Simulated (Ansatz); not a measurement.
# I at a quarter monolayer on different metals

How does the change of the work function by I depend on the metal face under it?

**Method.** Ansatz 0.2.0, plane waves with PAW datasets (its set soft_2), PBE; unreconstructed slabs of 4 or 5 layers at the tabulated experimental lattice constant with the lower two held, one adsorbate in a 2×2 cell relaxed from the site named, 6×6 k-points (12×12 for the clean 1×1 cell), 18 Å of vacuum, dipole correction. The dipole per adsorbate is the change of the cell's dipole; electronegativities are Pauling's.

What came out:

```tsv
system	starting site	electronegativity, adsorbate less metal	clean (eV)	covered (eV)	change (eV)	dipole per adsorbate (D)
I/Pt(111)	fcc	+0.38	5.70	4.51	−1.19	+0.87
I/Ta(110)	hollow	+1.16	4.77	3.85	−0.92	+0.74
I/Rh(111)	fcc	+0.38	5.17	4.26	−0.91	+0.59
I/W(110)	hollow	+0.30	4.84	3.97	−0.88	+0.65
I/Ni(111)	fcc	+0.75	5.07	4.35	−0.73	+0.41
I/Mo(110)	hollow	+0.50	4.60	4.00	−0.60	+0.41
I/Pd(111)	fcc	+0.46	5.27	4.68	−0.59	+0.39
I/Ti(0001)	fcc	+1.12	4.37	3.92	−0.45	+0.36
I/W(100)	hollow	+0.30	4.14	3.87	−0.27	+0.27
I/Cu(100)	hollow	+0.76	4.57	4.39	−0.18	+0.10
I/Au(111)	fcc	+0.12	5.16	5.02	−0.14	+0.14
I/Cu(111)	fcc	+0.76	4.79	4.68	−0.11	+0.09
I/Mg(0001)	fcc	+1.35	3.79	4.18	+0.39	−0.42
I/Ag(100)	hollow	+0.73	4.24	4.67	+0.43	−0.39
I/Ag(111)	fcc	+0.73	4.47	4.97	+0.51	−0.36
```

**Answer.** The change runs from −1.19 eV (I/Pt(111)) to +0.51 eV (I/Ag(111)); falls of over 0.15 eV: 10, rises: 3, in between: 2. The covered faces span 3.85 to 5.02 eV and the clean ones 3.79 to 5.70 eV; covered follows clean with a slope of 0.25, where 0 would mean that the adsorbate alone sets the work function and 1 a step that doesn't depend on the clean value; the points scatter about that line by 0.36 eV. A positive dipole has its positive end outwards. Worked for I/Pt(111): +0.87 D is +0.181 e·Å, one in 26.6 Å², and the Helmholtz step −180.95 V·Å × p/A is −1.22 eV against a change of −1.19 eV; what is left is a shift on the thin slab's other side.

What the numbers leave out: A quarter monolayer means unlike densities on unlike faces. One starting site was run; real layers may sit elsewhere, sink into the surface or rebuild it. Changes under about 0.15 eV are within the error of slabs this thin. Only Ni was run with spin. The table is a selection: not every member that was run is listed.

[Logs are printed without paths, hosts, clocks, repeated set-up lines and the standing remarks that a program may print on its own settings, such as how far it seeks lower states.]
